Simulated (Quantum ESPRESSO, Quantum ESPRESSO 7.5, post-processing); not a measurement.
## Zr2CO2 MXene, 1 layer: a series in the share of short-range exact exchange

What law, if any, do the results for Zr2CO2 MXene, 1 layer follow against the share of short-range exact exchange?

Program: Quantum ESPRESSO 7.5. Level of theory: plane-wave DFT, PBE, SG15 norm-conserving pseudopotentials (geometry by pw.x at PBE, GBRV ultrasoft). Results are calculated unless marked as measured.

Report form: the programs' logs are mostly left out.

### 1. The structure

The cell holds 5 atoms: 2 O, 2 Zr and 1 C. Its edges and angles: a = 3.289 Å, b = 3.289 Å, c = 19.953 Å, α = 90.0°, β = 90.0°, γ = 120.0°. It derives from Zr2CO2. Vacuum lies along c.

Set-up: Cell and atoms are relaxed under PBE (GBRV files) and held. Screened hybrids with norm-conserving files, screening 0.106 per bohr, fixed occupations, a 9×9×1 mesh with exchange on 3×3×1 q points. Levels count from the potential in the middle of the vacuum.

Members 0.15, 0.2 and 0.25 took the same steps and show in the table alone.

### 2. Variable-cell relaxation of the reference

What the set-up leaves free in this member is relaxed.

Contents of ref.relax.in:

```
&control
  prefix = 'ref.relax'
  outdir = './out'
  pseudo_dir = './pseudo'
  nstep = 80
  forc_conv_thr = 0.0004
  calculation = 'vc-relax'
  etot_conv_thr = 1e-06
/
&system
  ibrav = 0
  nat = 5
  ntyp = 3
  ecutwfc = 50
  ecutrho = 250
  occupations = 'smearing'
  smearing = 'fd'
  degauss = 0.004
/
&electrons
  conv_thr = 1e-09
  mixing_beta = 0.4
  electron_maxstep = 120
  mixing_mode = 'plain'
/
&ions
/
&cell
  cell_dofree = '2Dxy'
  press_conv_thr = 0.3
/
ATOMIC_SPECIES
  O   15.9990  o_pbe_v1.2.uspp.F.UPF
  Zr  91.2240  zr_pbe_v1.uspp.F.UPF
  C   12.0110  c_pbe_v1.2.uspp.F.UPF
CELL_PARAMETERS angstrom
  3.28900000000000 0.00000000000000 0.00000000000000
  -1.64450000000000 2.84835755304702 0.00000000000000
  0.00000000000000 0.00000000000000 19.95294679561928
ATOMIC_POSITIONS crystal
  O   0.333333333300 0.666666666700 0.375884328106
  Zr  0.666666666700 0.333333333300 0.434959392856
  C   0.000000000000 0.000000000000 0.500000000000
  Zr  0.333333333300 0.666666666700 0.565040607144
  O   0.666666666700 0.333333333300 0.624115671894
K_POINTS automatic
  12 12 1 0 0 0
```

Run with:

```
$ OMP_NUM_THREADS=1 mpirun -n 4 pw.x -nk 4 -in ref.relax.in > ref.relax.out
```

Run time: 5.3 min. Hardware: 4 MPI ranks of Intel Xeon Platinum 8259CL at 2.50GHz (Skylake/Cascade Lake), shared host; peak memory 0.82 GiB; 21 min of CPU time.

Step by step:

| step | energy less that of the first step (eV) | largest force (eV/Å) | volume (Å³) |
| --- | --- | --- | --- |
| 1 | 0.0000 | 4.9791 | 186.92 |
| 2 | -0.8707 | 1.1106 | 186.18 |
| 3 | -0.9383 | 0.3325 | 185.96 |
| 4 | -0.9471 | 0.2693 | 186.38 |
| 5 | -0.9562 | 0.2326 | 186.88 |
| 6 | -0.9665 | 0.1596 | 187.60 |
| 7 | -0.9742 | 0.0443 | 188.63 |
| 8 | -0.9748 | 0.0030 | 188.95 |
| 9 | -0.9748 | 0.0026 | 188.92 |
| 10 | -0.9754 | 0.0025 | 188.92 |

| cell as run | before | after | change |
| --- | --- | --- | --- |
| a (Å) | 3.289 | 3.307 | +0.5 % |
| b (Å) | 3.289 | 3.307 | +0.5 % |

The atoms that moved most (Å, along periodic axes as changes of fractional coordinates times the final cell, across vacuum about the mean position):

| atom | dx | dy | dz | length |
| --- | --- | --- | --- | --- |
| O1 | 0.000 | 0.000 | 0.159 | 0.159 |
| O5 | 0.000 | 0.000 | -0.159 | 0.159 |
| Zr4 | 0.000 | 0.000 | 0.100 | 0.100 |
| Zr2 | 0.000 | 0.000 | -0.100 | 0.100 |

The relaxed structure:

```xyz
5
Lattice="3.3065 0.0000 0.0000 -1.6533 2.8636 0.0000 0.0000 0.0000 19.9529" Properties=species:S:1:pos:R:3
O     0.0000    1.9090    7.6586
Zr    1.6533    0.9545    8.5784
C     0.0000    0.0000    9.9765
Zr    0.0000    1.9090   11.3746
O     1.6533    0.9545   12.2944
```

 The last row is no step: it is a fresh SCF in the final cell with a new plane-wave basis, -1 meV from the row before.

Numbers from this step:

- free energy: -3740.5301 eV
- Fermi energy: 1.225 eV

### 3. Ground state, 0

The self-consistent run of this member.

Level of this step: plane-wave DFT, PBE, SG15 norm-conserving pseudopotentials (Quantum ESPRESSO 7.5).

Contents of m0.scf.in:

```
&control
  prefix = 'm0.scf'
  outdir = './out'
  pseudo_dir = './pseudo'
  calculation = 'scf'
  tprnfor = .true.
/
&system
  ibrav = 0
  nat = 5
  ntyp = 3
  ecutwfc = 60
  ecutrho = 240
  occupations = 'fixed'
  nbnd = 23
/
&electrons
  conv_thr = 1e-08
  mixing_beta = 0.6
  electron_maxstep = 120
/
ATOMIC_SPECIES
  O   15.9990  O_ONCV_PBE-1.2.upf
  Zr  91.2240  Zr_ONCV_PBE-1.2.upf
  C   12.0110  C_ONCV_PBE-1.2.upf
CELL_PARAMETERS angstrom
  3.30654360800000 0.00000000000000 0.00000000000000
  -1.65327180400000 2.86355076300000 0.00000000000000
  0.00000000000000 0.00000000000000 19.95294679600000
ATOMIC_POSITIONS crystal
  O   0.333333333300 0.666666666700 0.383831541100
  Zr  0.666666666700 0.333333333300 0.429929457200
  C   0.000000000000 0.000000000000 0.500000000000
  Zr  0.333333333300 0.666666666700 0.570070542800
  O   0.666666666700 0.333333333300 0.616168458900
K_POINTS automatic
  9 9 1 0 0 0
```

Run with:

```
$ OMP_NUM_THREADS=1 mpirun -n 4 pw.x -nk 4 -in m0.scf.in > m0.scf.out
```

Run time: 29 s. Hardware: 4 MPI ranks; peak memory 0.49 GiB; 1.9 min of CPU time.

Read from the output:

```
free energy                          : -3612.9300 eV
valence top, on the run's zero       : 0.7305 eV
conduction bottom, on the run's zero : 1.710 eV
gap by band count                    : 0.9791 eV
```

### 4. Electrostatic potential, 0

plot_num = 11 writes the bare and Hartree potential, from which vacuum levels or, in a crystal, the mean potential are read.

Contents of m0.pot.in:

```
&inputpp
  prefix = 'm0.scf'
  outdir = './out'
  filplot = 'm0.pot.dat'
  plot_num = 11
/
```

Run with:

```
$ OMP_NUM_THREADS=1 mpirun -n 4 pp.x -in m0.pot.in > m0.pot.out
```

Run time: 1.4 s. Hardware: 4 MPI ranks; peak memory 0.09 GiB.

This step gave:

```
potential in the middle of the vacuum, over the valence top : 5.354 eV
```

Electrostatic potential energy of an electron; zero at the highest filled level of the SCF mesh. The potential energy, planar mean by z:

z (Å), potential energy, planar mean (eV) and a bar from the least value:
```
        0        5.4 ##############################
        1        5.4 ##############################
        2        5.4 ##############################
        3        5.4 ##############################
        4        5.4 ##############################
        5        5.4 ##############################
        6        5.3 ##############################
        7        2.8 ###########################
        8      -13.4 ####
        9      -14.9 ##
       10       -8.2 ###########
       11      -16.7 
       12      -13.0 #####
       13        3.2 ###########################
       14        5.3 ##############################
       15        5.4 ##############################
       16        5.4 ##############################
       17        5.4 ##############################
       18        5.4 ##############################
       19        5.4 ##############################
```

### 5. Ground state, 0.1

Level of this step: plane-wave DFT, screened hybrid with 0.1 exact exchange, SG15 norm-conserving pseudopotentials (Quantum ESPRESSO 7.5). input_dft overrides the functional of the files.

m1.scf.in is the input of step 3 with these lines changed:

```diff
@@ -1,3 +1,3 @@
 &control
-  prefix = 'm0.scf'
+  prefix = 'm1.scf'
   outdir = './out'
@@ -15,2 +15,8 @@
   nbnd = 23
+  input_dft = 'hse'
+  exx_fraction = 0.1
+  nqx1 = 3
+  nqx2 = 3
+  nqx3 = 1
+  ecutfock = 60
 /
```

Run with:

```
$ OMP_NUM_THREADS=1 mpirun -n 4 pw.x -nk 4 -in m1.scf.in > m1.scf.out
```

Run time: 2.8 min. Hardware: 4 MPI ranks; peak memory 4.1 GiB; 11 min of CPU time.

Read from the output:

```
free energy                          : -3612.5393 eV
valence top, on the run's zero       : 0.5018 eV
conduction bottom, on the run's zero : 1.813 eV
gap by band count                    : 1.311 eV
```

### 6. Self-consistent run, 0.3

Level of this step: plane-wave DFT, screened hybrid with 0.3 exact exchange, SG15 norm-conserving pseudopotentials (Quantum ESPRESSO 7.5). input_dft overrides the functional of the files.

m5.scf.in is the input of step 5 with these lines changed:

```diff
@@ -1,3 +1,3 @@
 &control
-  prefix = 'm1.scf'
+  prefix = 'm5.scf'
   outdir = './out'
@@ -16,3 +16,3 @@
   input_dft = 'hse'
-  exx_fraction = 0.1
+  exx_fraction = 0.3
   nqx1 = 3
```

Run with:

```
$ OMP_NUM_THREADS=1 mpirun -n 4 pw.x -nk 4 -in m5.scf.in > m5.scf.out
```

The job ended after 3.7 min (4 MPI ranks; peak memory 4.1 GiB).

Numbers from this step:

```
free energy                          : -3611.9472 eV
valence top, on the run's zero       : 0.01919 eV
conduction bottom, on the run's zero : 2.049 eV
gap by band count                    : 2.030 eV
```

### 7. Ground state, 0.4

Level of this step: plane-wave DFT, screened hybrid with 0.4 exact exchange, SG15 norm-conserving pseudopotentials (Quantum ESPRESSO 7.5). input_dft overrides the functional of the files.

m6.scf.in is the input of step 6 with these lines changed:

```diff
@@ -1,3 +1,3 @@
 &control
-  prefix = 'm5.scf'
+  prefix = 'm6.scf'
   outdir = './out'
@@ -16,3 +16,3 @@
   input_dft = 'hse'
-  exx_fraction = 0.3
+  exx_fraction = 0.4
   nqx1 = 3
```

Run with:

```
$ OMP_NUM_THREADS=1 mpirun -n 4 pw.x -nk 4 -in m6.scf.in > m6.scf.out
```

Elapsed: 4 min, on 4 MPI ranks; peak memory 4.1 GiB; 16 min of CPU time.

This step gave:

| Item | Value |
| --- | --- |
| free energy | -3611.7405 eV |
| valence top, on the run's zero | -0.2338 eV |
| conduction bottom, on the run's zero | 2.181 eV |
| gap by band count | 2.414 eV |

### 8. The series side by side

The series in one table:

| the share of short-range exact exchange (0.25 is HSE06, 0 is PBE) | gap on the mesh (eV) | vacuum level over the valence top (eV) |
| --- | --- | --- |
| 0 | 0.9791 | 5.354 |
| 0.1 | 1.311 | 5.599 |
| 0.15 | 1.484 | 5.724 |
| 0.2 | 1.661 | 5.85 |
| 0.25 | 1.843 | 5.979 |
| 0.3 | 2.03 | 6.109 |
| 0.4 | 2.414 | 6.374 |

### 9. By hand

A line through all members has gap = 0.957 + 3.590 α eV and misses single members by up to 0.022 eV; a gap of 1.48 eV, 0.5 above the first member's, would need α = (1.48 − 0.957)/3.590 = 0.15.

### 10. Outcome

```json
{"gap at a share of 0.25 (HSE06)": "1.84 eV", "gap on the mesh, at 0 and at 0.4": "0.98, 2.41 eV", "vacuum level over the valence top, at 0 and at 0.4": "5.35, 6.37 eV"}
```

In words: The series holds 7 members; gap at a share of 0.25 (HSE06): 1.84 eV. From 0 to 0.4 the gap on the mesh rises from 0.98 to 2.41 eV. From 0 to 0.4 the vacuum level over the valence top rises from 5.35 to 6.37 eV. The valence top sinks by 2.55 eV and the gap opens by 3.59 eV per unit share, so the valence top carries 71 % of the opening. Gaps are those of the mesh; no spin-orbit coupling; the q mesh was not tested; the geometry stays that of PBE.

[Logs are printed without paths, hosts, clocks, repeated set-up lines and the standing remarks that a program may print on its own settings, such as how far it seeks lower states.]

[Hosts, paths, dates, database ids (printed as entryN), source tags and the programs' standing remarks are cut or masked in the printed files.]

[Maps of the electrostatic potential energy from Ansatz leave out the sawtooth potential of an applied field or a dipole correction, so their vacuum need not be flat; planar profiles and work functions include it.]
